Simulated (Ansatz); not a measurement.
## What La3InB (Pm-3m) distorts into

Wanted: the energy along a soft mode of La3InB (Pm-3m) and the structure at the end.

Program: Ansatz 0.2.0. Level of theory: DFT PBEsol, scalar-relativistic, plane waves, PAW; PAW set soft_1. Values are calculated unless marked as measured.

**1. Starting point**

Symmetry: Pm-3m, No. 221, cubic system. Conventional cell: a = 5.247 Å, b = 5.247 Å, c = 5.247 Å, α = 90.00°, β = 90.00°, γ = 90.00°. La has 2 B at 2.62 Å and 8 La at 3.71 Å and 4 In at 3.71 Å nearest. Nearest to In lie 12 La at 3.71 Å. Nearest to B lie 6 La at 2.62 Å. Farther neighbours, and contacts between anions beyond the nearest, are not listed.

As a file:

```cif
data_structure
_symmetry_space_group_name_H-M 'Pm-3m'
_symmetry_Int_Tables_number 221
_cell_length_a 5.2473
_cell_length_b 5.2473
_cell_length_c 5.2473
_cell_angle_alpha 90.000
_cell_angle_beta 90.000
_cell_angle_gamma 90.000
_cell_volume 144.48
loop_
_atom_site_label
_atom_site_type_symbol
_atom_site_symmetry_multiplicity
_atom_site_Wyckoff_symbol
_atom_site_fract_x
_atom_site_fract_y
_atom_site_fract_z
_atom_site_occupancy
La1 La 3 c 0.50000 0.00000 0.50000 1
In1 In 1 a 0.00000 0.00000 0.00000 1
B1 B 1 b 0.50000 0.50000 0.50000 1
```

**2. Phonons on a q mesh**

Stability and thermal properties need the whole zone. Linear response on a 2×2×2 q mesh gives force constants as far as a supercell of that size would.

The input, input.yaml:

```yaml
crystal:
  lattice:
    - [5.2472787968, 0.0, 0.0]
    - [0.0, 5.2472787968, 0.0]
    - [0.0, 0.0, 5.2472787968]
  atoms:
    - { symbol: La, position: [0.5, 0.0, 0.5] }
    - { symbol: La, position: [0.5, 0.5, 0.0] }
    - { symbol: La, position: [0.0, 0.5, 0.5] }
    - { symbol: In, position: [0.0, 0.0, 0.0] }
    - { symbol: B, position: [0.5, 0.5, 0.5] }
kpoints:
  mp_grid: { grid: [8, 8, 8] }
hamiltonian:
  xc: pbesol
  pseudopotentials: { kind: paw, azcp: { folder: soft_1 }, xc_functional: pbe }
scf:
  occupations: { method: methfessel_paxton, width: 0.2 }
output:
  eigenvalues: true
phonons:
  method: dfpt
  qmesh: [2, 2, 2]
  temperatures: { t_max: 1000, t_step: 50 }
  qpath:
    path:
      - [[0.0, 0.0, 0.0], [0.0, 0.5, 0.0], [0.5, 0.5, 0.0], [0.0, 0.0, 0.0], [0.5, 0.5, 0.5], [0.0, 0.5, 0.0]]
      - [[0.5, 0.5, 0.5], [0.5, 0.5, 0.0]]
    npoints: 10
```

Command:

```
$ ansatz run input.yaml --threads 4 --pin off --max-ram 10240MiB --backend cpu --events-out ev --progress --plain --runs-dir out
```

What it wrote:

```text
Engine: ansatz 0.2.0, x86_64-unknown-linux-gnu
Pseudopotentials: kind: paw
Pseudopotential: La, paw, valence charge 11, recommended cutoff 420 eV (normal), soft_1/La.paw.azcp
Pseudopotential: In, paw, valence charge 13, recommended cutoff 420 eV (normal), soft_1/In.paw.azcp
Pseudopotential: B, paw, valence charge 3, recommended cutoff 420 eV (normal), soft_1/B.paw.azcp
Functional definition: PBEsol
  exchange = pbesol_x
  correlation = pbesol_c
Crystal: 5 atoms, lattice volume = 144.478 Å³
Basis set: ecut = 420 eV, 2801 PW (Γ), exchange–correlation on 72×72×72 points (8 copies of the dense FFT grid, shifted against one another)
Bands: 30, of which v1, the nominal top of the filled ones, is band 25 counted from 1 (24 counted from 0)
Symmetry: 48 space group operations
k-points: 35 of 512
Non-local potential: La, projectors of the file, l = 0: 3, l = 1: 2, l = 2: 2, l = 3: 3
Non-local potential: In, projectors of the file, l = 0: 2, l = 1: 2, l = 2: 2, l = 3: 1
Non-local potential: B, projectors of the file, l = 0: 2, l = 1: 2, l = 2: 1
PAW form: soft (Blöchl's): semilocal exchange-correlation on the pseudo side does not see the compensation charge
PAW frozen core: La, regenerated for the run's functional, and the local potential with it (the file was generated under x = pbe(κ = 0.804, μ = 0.219515), c = pbe(β = 0.066725))
PAW frozen core: In, regenerated for the run's functional, and the local potential with it (the file was generated under x = pbe(κ = 0.804, μ = 0.219515), c = pbe(β = 0.066725))
PAW frozen core: B, regenerated for the run's functional, and the local potential with it (the file was generated under x = pbe(κ = 0.804, μ = 0.219515), c = pbe(β = 0.066725))
PAW one-centre angular grid: La, 590 points (default); XC on 64 Gauss nodes
PAW one-centre angular grid: In, 590 points (default); XC on 64 Gauss nodes
PAW one-centre angular grid: B, 110 points (default); XC on 64 Gauss nodes
Initial density: superposition of atomic densities (chi_scale 0.1, normalization cell, long waves kept (reshape's long-wave potential 0.00 eV rms))
Initial wavefunctions: pseudopotential atomic-orbital guess
Functional: x = pbesol(κ = 0.804, μ = 0.123457), c = pbesol(β = 0.046)
SCF iter   1: F=—  HF=-24168.975786 eV  |F-HF|=—  |Δ(HF+E_count)|=         —  Δρ=6.98e-2  dr2=2.87e1  ethr=3.10e-3  ⟨swp⟩=4.9  Hψ=4930  notcnv=0
preconditioner: auto → Kerker (q_TF=auto, 2.278 Å⁻¹)  [metal: Δε(μ)=0.012 eV  Ē_g=10.939 eV  σ=0.200 eV  W_gap=0.05  n_scr=26 (ndim 8)  ℏωp=20.3 eV  f_vac=0.000  D(μ)=7.02/eV (n_scr^D=80)]
SCF iter   2: F=—  HF=-24164.165746 eV  |F-HF|=—  |Δ(HF+E_count)|=    4.81e0  S|Δr|=    0.00e0  Δρ=2.50e-2  dr2=4.17e0  ethr=3.10e-3  ⟨swp⟩=3.9  Hψ=2390  notcnv=0  defer=6
SCF iter   3: F=—  HF=-24163.371480 eV  |F-HF|=—  |Δ(HF+E_count)|=   7.94e-1  S|Δr|=    0.00e0  Δρ=1.06e-2  dr2=4.45e-1  ethr=3.10e-3  ⟨swp⟩=3.0  Hψ=1869  notcnv=0  defer=5
SCF iter   4: F=—  HF=-24163.261885 eV  |F-HF|=—  |Δ(HF+E_count)|=   1.10e-1  S|Δr|=    0.00e0  Δρ=1.84e-3  dr2=9.85e-3  ethr=9.09e-4  ⟨swp⟩=5.2  Hψ=7367  notcnv=0
automatic band count: the SCF goes on with 35 bands, as 30 were too few: they end inside the smearing window of the response
SCF iter   5: F=—  HF=-24163.260317 eV  |F-HF|=—  |Δ(HF+E_count)|=   1.57e-3  S|Δr|=    0.00e0  Δρ=6.25e-4  dr2=9.24e-4  ethr=2.01e-5  ⟨swp⟩=2.0  Hψ=2337  notcnv=0
SCF iter   6: F=—  HF=-24163.260255 eV  |F-HF|=—  |Δ(HF+E_count)|=   6.19e-5  S|Δr|=    0.00e0  Δρ=2.33e-4  dr2=9.81e-5  ethr=1.88e-6  ⟨swp⟩=2.0  Hψ=1475  notcnv=0
SCF iter   7: F=—  HF=-24163.260227 eV  |F-HF|=—  |Δ(HF+E_count)|=   2.82e-5  S|Δr|=    0.00e0  Δρ=6.68e-5  dr2=9.23e-6  ethr=2.00e-7  ⟨swp⟩=2.0  Hψ=1408  notcnv=0
SCF iter   8: F=—  HF=-24163.260223 eV  |F-HF|=—  |Δ(HF+E_count)|=   3.67e-6  S|Δr|=    0.00e0  Δρ=2.50e-5  dr2=3.35e-6  ethr=1.88e-8  ⟨swp⟩=2.0  Hψ=1553  notcnv=0
SCF iter   9: F=—  HF=-24163.260225 eV  |F-HF|=—  |Δ(HF+E_count)|=   1.62e-6  S|Δr|=    0.00e0  Δρ=6.45e-6  dr2=6.88e-8  ethr=6.83e-9  ⟨swp⟩=2.0  Hψ=1295  notcnv=0
SCF iter  10: F=—  HF=-24163.260225 eV  |F-HF|=—  |Δ(HF+E_count)|=   4.53e-9  S|Δr|=    0.00e0  Δρ=1.79e-6  dr2=1.56e-8  ethr=1.40e-10  ⟨swp⟩=2.0  Hψ=1944  notcnv=0
SCF iter  11: F=—  HF=-24163.260225 eV  |F-HF|=—  |Δ(HF+E_count)|=   1.78e-9  S|Δr|=    0.00e0  Δρ=2.31e-7  dr2=1.06e-10  ethr=3.19e-11  ⟨swp⟩=2.0  Hψ=1306  notcnv=0
SCF iter  12: F=-24163.260225 eV  HF=-24163.260225 eV  |F-HF|=3.64e-12  |Δ(HF+E_count)|=  3.64e-12  S|Δr|=    0.00e0  Δρ=6.26e-8  dr2=4.92e-12  ethr=1.00e-12  ⟨swp⟩=16.7  Hψ=8141  notcnv=0
SCF 1 converged in 12 iterations: F = -24163.260225 eV  dr2 = 4.92e-12
  greatest PAW one-centre occupation: 0.980 electrons in one spin orbital (limit 2), on the In atom at site 3 (counted from 0), in its partial waves of l = 2
phonons: the bands overlap, so this run is a metal and interpolates without the dipole-dipole term. If the crystal is really an insulator or semiconductor, its LO-TO splitting is missing
NSCF: frozen V_eff on 35 k-points
NSCF: frozen V_eff on 125 k-points
DFPT response loops at q = (0, 0, 0) (fractional): preconditioner auto → Kerker (q_TF=auto, 2.278 Å⁻¹) (partly filled bands, converged f_vac=0.000); β = 1.00, the filter's whole step (`scf.mixing.beta` (0.50) is not read by the response loops under this deck's `scf.mixing.preconditioner`; to damp them name `kerker` or `kerker_dos`, under which they read `scf.mixing.beta`, and type it under 1.00, their step now; both keys bind the ground state too); Broyden in place of MSR1
NSCF: frozen V_eff on 250 k-points
DFPT response loops at q = (0, 0, -0.5) (fractional): mixed as the last ones told, above
NSCF: frozen V_eff on 250 k-points
DFPT response loops at q = (0, -0.5, -0.5) (fractional): mixed as the last ones told, above
NSCF: frozen V_eff on 250 k-points
DFPT response loops at q = (-0.5, -0.5, -0.5) (fractional): mixed as the last ones told, above
SCF converged after 12 iterations
Stability not checked: this state was not tested for a lower state beside it, because cold or Methfessel-Paxton smearing, or corrected tetrahedra, fill the levels in a way that the test cannot read (fill_not_monotonic; see scf.lower_state_search)
Free energy (F): -24163.260225 eV
Harris-Foulkes:  -24163.260225 eV  (|F-HF|=3.64e-12)
Internal energy: -24163.255790 eV  (E = F + TS)
E sigma→0 (E₀):  -24163.259116 eV
Entropy (-TS):   -0.004435 eV (-0.887 meV/atom)
Fermi energy:    10.105597 eV
--- Per-component energies (eV) ---
  E_band       = -147.162896
  E_kinetic    = 823.425759
  E_local      = -2107.724151  (includes V_loc(G=0)·N_el)
  E_nonlocal   = 603.902491
  E_hartree    = 797.859638
  E_xc         = -599.406350
  E_vxc        = -561.576014  (∫ρ·V_xc dr)
  E_paw        = -20197.967827  (= ΣΔE_a)
  E_vpaw       = -500.910402  (= ΣTr[D̂ρ^β])
  E_aug_tail   = 0.000143  (compensation charges beyond the density's cutoff)
  E_ewald      = -3484.103216
  E_core_change = 0.757723  (= ΣΔE_core)
  E_smearing   = -0.004435  (= −TS)
  E_closure    = -0.000000  (closes the sum)
  Σ components = -24163.260225   (vs F -24163.260225, Δ=0.00e0)
--- Band table (eV; the first three rows and the last of 35) ---
  k-point 0: bands = [... 21 lower, 9.7628, 9.7628, 9.7628, 11.0660, 11.0660, 11.0660, 11.2471, 11.2471, ... 6 higher]
  k-point 1: bands = [... 21 lower, 9.7716, 9.7973, 9.8698, 10.7531, 10.9828, 10.9828, 11.1176, 11.2962, ... 6 higher]
  k-point 2: bands = [... 21 lower, 9.7912, 9.8885, 9.9377, 10.2515, 10.7531, 10.7531, 11.1825, 11.5226, ... 6 higher]
  k-point 34: bands = [... 21 lower, 7.6367, 10.5696, 10.5696, 10.5696, 11.7760, 11.7760, 11.7760, 11.9281, ... 6 higher]
--- Phonons (Γ-DFPT): 4 representative perturbations + reference (Σ response iterations 13) ---
  ASR residual: 4.666e-5 → 0.000e0 eV/Å²; symmetrization residual: 2.239e-6 eV/Å²
  ASR residual per site (eV/Å²): 2.86e-5 2.86e-5 2.86e-5 1.03e-5 4.67e-5
  Γ frequencies (cm⁻¹): -118.01 -118.01 -118.01 -59.91 -59.91 -59.91 0.00 0.00 0.00 66.96 66.96 66.96 161.96 161.96 161.96
--- Phonons (arbitrary-q DFPT): 4 irreducible q on the 2×2×2 mesh ---
  q = [0.0000, 0.0000, 0.0000] (star 1, of the zone-centre solve; hermiticity 6.29e-7, symmetrization 7.35e-12): -118.01 -118.01 -118.01 -59.91 -59.91 -59.91 -0.00 -0.00 0.00 66.96 66.96 66.96 161.96 161.96 161.96
  q = [0.0000, 0.0000, -0.5000] (star 3, 9 solved perturbations in 975 linear systems a pass and spin channel, the states on 125 of 512 k-point pairs; hermiticity 3.34e-7, symmetrization 6.23e-8): -12.61 -12.61 36.81 41.96 41.96 72.80 72.80 73.00 78.09 82.87 82.87 142.90 305.23 305.23 329.73
  q = [0.0000, -0.5000, -0.5000] (star 3, 9 solved perturbations in 975 linear systems a pass and spin channel, the states on 125 of 512 k-point pairs; hermiticity 3.44e-7, symmetrization 3.03e-8): 18.34 53.62 53.62 61.91 61.91 69.83 69.99 69.99 78.86 89.22 130.90 144.85 349.51 361.79 361.79
  q = [-0.5000, -0.5000, -0.5000] (star 1, 4 solved perturbations in 350 linear systems a pass and spin channel, the states on 125 of 512 k-point pairs; hermiticity 4.23e-7, symmetrization 5.82e-9): -3.70 -3.70 -3.70 53.97 53.97 53.97 95.68 95.68 95.68 128.07 128.07 166.23 410.30 410.30 410.30
  sum rule: each row above includes the acoustic sum rule's correction from the zone centre's row sums; it moved no ω² by more than (1.08 cm⁻¹)²
  mesh force constants: q→R imaginary residual 1.96e-18; ASR residual 4.666e-5 → 0.000e0 eV/Å²; symmetrization residual 1.066e-14 eV/Å²
  interpolated dispersion: 62 rows × 15 modes
  density of states and harmonic sums: on the 12×12×12 q-mesh, interpolated from the force constants of a 2×2×2 supercell (no non-analytic term)
  largest difference from the sums on the solved wave vectors: F 3.93e-1 eV, S 5.07e-4 and C_V 1.14e-4 eV/K
  zero-point energy: 0.108801 eV/cell   skipped modes (ω ≤ 0): 101, of them read as no rigid motion or as one in doubt: 98 (9.253e-1 modes/cell left out, lowest -118.01 cm⁻¹)   left out of the sums: 6.18e-2 of the cell's modes: C_V's classical limit lies that fraction below 3 k_B per atom; for a crystal, a wire or a layer, F and S can be off by more, and a phonons.interpolated_qmesh denser along its periods is the remedy for the sampling
```

Run time: 4.7 min. Hardware: 4 threads of AMD EPYC 9B14 (Zen 4), shared host; peak memory 2.1 GiB; 18 min of CPU time.

Numbers from this step:

| Item | Value |
| --- | --- |
| volume per atom | 28.90 Å³ |
| gap on the k-mesh | 0 eV |
| sum-rule residual before enforcement | 4.67e-5 eV/Å² |
| lowest frequency on the path | -118.0 cm⁻¹ |
| point group | m-3m |
| highest frequency on path, mesh or solved points | 410.3 cm⁻¹ |
| highest optical mode at the zone centre (no LO-TO term) | 162.0 cm⁻¹ |
| lowest optical zone-centre mode | -118.0 cm⁻¹ |
| lowest mode on the q mesh (acoustic modes at Γ apart) | -118.0 cm⁻¹ |

Frequencies (cm⁻¹) solved at each irreducible wavevector; negative means imaginary. Frequencies by wavevector, by row:

| q in reciprocal lattice units | star | mode 1 | mode 2 | mode 3 | mode 4 | mode 13 | mode 14 | mode 15 |
| --- | --- | --- | --- | --- | --- | --- | --- | --- |
| 0 0 0 | 1 | -118 | -118 | -118 | -59.9 | 162 | 162 | 162 |
| 0 0 -0.5 | 3 | -12.6 | -12.6 | 36.8 | 42 | 305.2 | 305.2 | 329.7 |
| 0 -0.5 -0.5 | 3 | 18.3 | 53.6 | 53.6 | 61.9 | 349.5 | 361.8 | 361.8 |
| -0.5 -0.5 -0.5 | 1 | -3.7 | -3.7 | -3.7 | 54 | 410.3 | 410.3 | 410.3 |

Interpolated from a 2×2×2 q mesh. The phonon branches at the labelled points (cm⁻¹):

| point | branch 1 | branch 2 | branch 3 | branch 4 | branch 12 | branch 13 | branch 14 | branch 15 |
| --- | --- | --- | --- | --- | --- | --- | --- | --- |
| Γ | -118 | -118 | -118 | -60 | 67 | 162 | 162 | 162 |
| halfway | -44 | -44 | -33 | 24 | 125 | 230 | 230 | 236 |
| X | -13 | -13 | 37 | 42 | 143 | 305 | 305 | 330 |
| halfway | 22 | 37 | 43 | 48 | 142 | 328 | 333 | 346 |
| M | 18 | 54 | 54 | 62 | 145 | 350 | 362 | 362 |
| halfway | -28 | -12 | 28 | 36 | 125 | 282 | 288 | 289 |
| Γ | -118 | -118 | -118 | -60 | 67 | 162 | 162 | 162 |
| halfway | -26 | 25 | 25 | 60 | 131 | 325 | 325 | 325 |
| R | -4 | -4 | -4 | 54 | 166 | 410 | 410 | 410 |
| halfway | 16 | 23 | 34 | 64 | 145 | 357 | 358 | 367 |
| X | -13 | -13 | 37 | 42 | 143 | 305 | 305 | 330 |
| jump to R | -4 | -4 | -4 | 54 | 166 | 410 | 410 | 410 |
| halfway | 13 | 27 | 27 | 62 | 154 | 380 | 387 | 387 |
| M | 18 | 54 | 54 | 62 | 145 | 350 | 362 | 362 |

Symmetry leaves 4 wavevectors to solve. The lowest mode among them, the acoustic zeros apart, lies at Γ and is imaginary, 118.0i cm⁻¹, so the energy falls along it.

**3. The mode frozen in, largest atomic shift 0 Å**

The mode followed lies at Γ with frequency 118.0i cm⁻¹ and is 3-fold degenerate, the softest among the wavevectors solved. At small amplitude the pattern taken leaves space group no. 160 by a symmetry search on the positions. The undistorted cell that holds it gives the zero of energy on the same k mesh.

input.yaml, the sections that differ from step 2:

```yaml
output:
  forces: true
  stress: true
  eigenvalues: true
# crystal, kpoints, hamiltonian, scf: as in step 2
# phonons: removed
```

What it wrote:

```text
[...]
Crystal: 5 atoms, lattice volume = 144.478 Å³
Basis set: ecut = 420 eV, 2801 PW (Γ), exchange–correlation on 72×72×72 points (8 copies of the dense FFT grid, shifted against one another)
Bands: 30, of which v1, the nominal top of the filled ones, is band 25 counted from 1 (24 counted from 0)
Symmetry: 48 space group operations
[...]
k-points: 35 of 512
[...]
k-point 0: bands = [... 21 lower, 9.7628, 9.7628, 9.7628, 11.0659, 11.0659, 11.0659, 11.2471, 11.2471, ... 1 higher]
  k-point 1: bands = [... 21 lower, 9.7716, 9.7973, 9.8698, 10.7531, 10.9828, 10.9828, 11.1177, 11.2962, ... 1 higher]
  k-point 2: bands = [... 21 lower, 9.7912, 9.8885, 9.9377, 10.2515, 10.7531, 10.7531, 11.1825, 11.5226, ... 1 higher]
  k-point 34: bands = [... 21 lower, 7.6367, 10.5696, 10.5696, 10.5696, 11.7760, 11.7760, 11.7760, 11.9281, ... 1 higher]
[key lines of the parts left out:]
SCF converged after 10 iterations
Free energy (F): -24163.260225 eV
Fermi energy:    10.105594 eV
P = ⅓ Tr σ = -0.0001 GPa (-0.001 kbar)
```

Run time: 2.1 s. Hardware: 4 threads; peak memory 0.6 GiB; 7.5 s of CPU time.

Read from the output:

- pressure: -1.25e-4 GPa
- energy from the undistorted cell: 0 meV/atom

The run ends at a pressure of 0.00 GPa.

**4. The mode frozen in, largest atomic shift 0.14 Å**

The atoms are moved along the unstable eigenvector, the largest shift by 0.14 Å, with the cell fixed.

input.yaml, the sections that differ from step 3:

```yaml
crystal:
  lattice:
    - [5.2472787968, 0.0, 0.0]
    - [0.0, 5.2472787968, 0.0]
    - [0.0, 0.0, 5.2472787968]
  atoms:
    - { symbol: La, position: [0.5013971822, 0.0016119997, 0.4986028178] }
    - { symbol: La, position: [0.5013971822, 0.4986028178, 0.0016119997] }
    - { symbol: La, position: [-0.0016119997, 0.4986028178, 0.4986028178] }
    - { symbol: In, position: [1.98593e-05, -1.98593e-05, -1.98593e-05] }
    - { symbol: B, position: [0.4845960086, 0.5154039914, 0.5154039914] }
# kpoints, hamiltonian, scf, output: as in step 3
```

What it wrote:

```text
[...]
Crystal: 5 atoms, lattice volume = 144.478 Å³
Basis set: ecut = 420 eV, 2801 PW (Γ), exchange–correlation on 72×72×72 points (8 copies of the dense FFT grid, shifted against one another)
Bands: 30, of which v1, the nominal top of the filled ones, is band 25 counted from 1 (24 counted from 0)
Symmetry: 6 space group operations
[...]
k-points: 65 of 512 (time reversal used)
[...]
k-point 0: bands = [... 21 lower, 9.7297, 9.7394, 9.7394, 11.0866, 11.0866, 11.1326, 11.2498, 11.2498, ... 1 higher]
  k-point 1: bands = [... 21 lower, 9.7472, 9.7743, 9.8698, 10.7913, 10.9923, 11.0227, 11.1184, 11.3060, ... 1 higher]
  k-point 2: bands = [... 21 lower, 9.7746, 9.8438, 10.0493, 10.2510, 10.7583, 10.7962, 11.1816, 11.5279, ... 1 higher]
  k-point 64: bands = [... 21 lower, 7.7128, 10.5693, 10.5708, 10.5708, 11.7593, 11.7593, 11.7831, 11.9174, ... 1 higher]
[key lines of the parts left out:]
SCF converged after 10 iterations
Free energy (F): -24163.263393 eV
Fermi energy:    10.111909 eV
P = ⅓ Tr σ = -0.0519 GPa (-0.519 kbar)
```

Elapsed: 5.8 s, on 4 threads; peak memory 0.61 GiB; 22 s of CPU time.

Numbers from this step:

| Property | Result |
| --- | --- |
| pressure | -0.05188 GPa |
| energy from the undistorted cell | -0.969 meV/atom |

The energy, extrapolated to zero smearing, is -0.97 meV/atom against the undistorted cell.

The run ends at a pressure of -0.05 GPa, with forces up to 0.096 eV/Å.

**5. Energy along the mode, all amplitudes (two of the runs are shown above)**

An imaginary frequency means negative curvature, so the energy should fall and then rise again as anharmonic terms take over.

Numbers from this step:

- depth at the lowest point sampled: 0.969 meV/atom
- largest atomic shift at that point: 0.14 Å

Table of energy from the parent by largest atomic shift:

| largest atomic shift (Å) | energy from the parent (meV/atom) |
| --- | --- |
| 0.000 | 0 |
| 0.040 | -0.15 |
| 0.080 | -0.524 |
| 0.140 | -0.969 |
| 0.220 | 0.517 |
| 0.320 | 8.61 |

Displacement at unit largest shift by atom:

| atom | x (Å) | y (Å) | z (Å) | size |
| --- | --- | --- | --- | --- |
| La1 | 0.052 | 0.060 | -0.052 | 0.095 |
| La2 | 0.052 | -0.052 | 0.060 | 0.095 |
| La3 | -0.060 | -0.052 | -0.052 | 0.095 |
| In4 | 0.001 | -0.001 | -0.001 | 0.002 |
| B5 | -0.577 | 0.577 | 0.577 | 0.999 |

The lowest step is at 0.14 Å, 0.969 meV/atom below the parent, and the energy rises beyond it.

(Continued in part 2 of 2.)

[Long decimals in the printed logs are rounded to 6 places.]

[Logs are printed without paths, hosts, clocks, repeated set-up lines and the standing remarks that a program may print on its own settings, such as how far it seeks lower states.]

[Hosts, paths, dates, database ids (printed as entryN), source tags and the programs' standing remarks are cut or masked in the printed files.]

[Where the starting crystal was built by hand or by swapping elements, it need not be the compound's stable phase.]
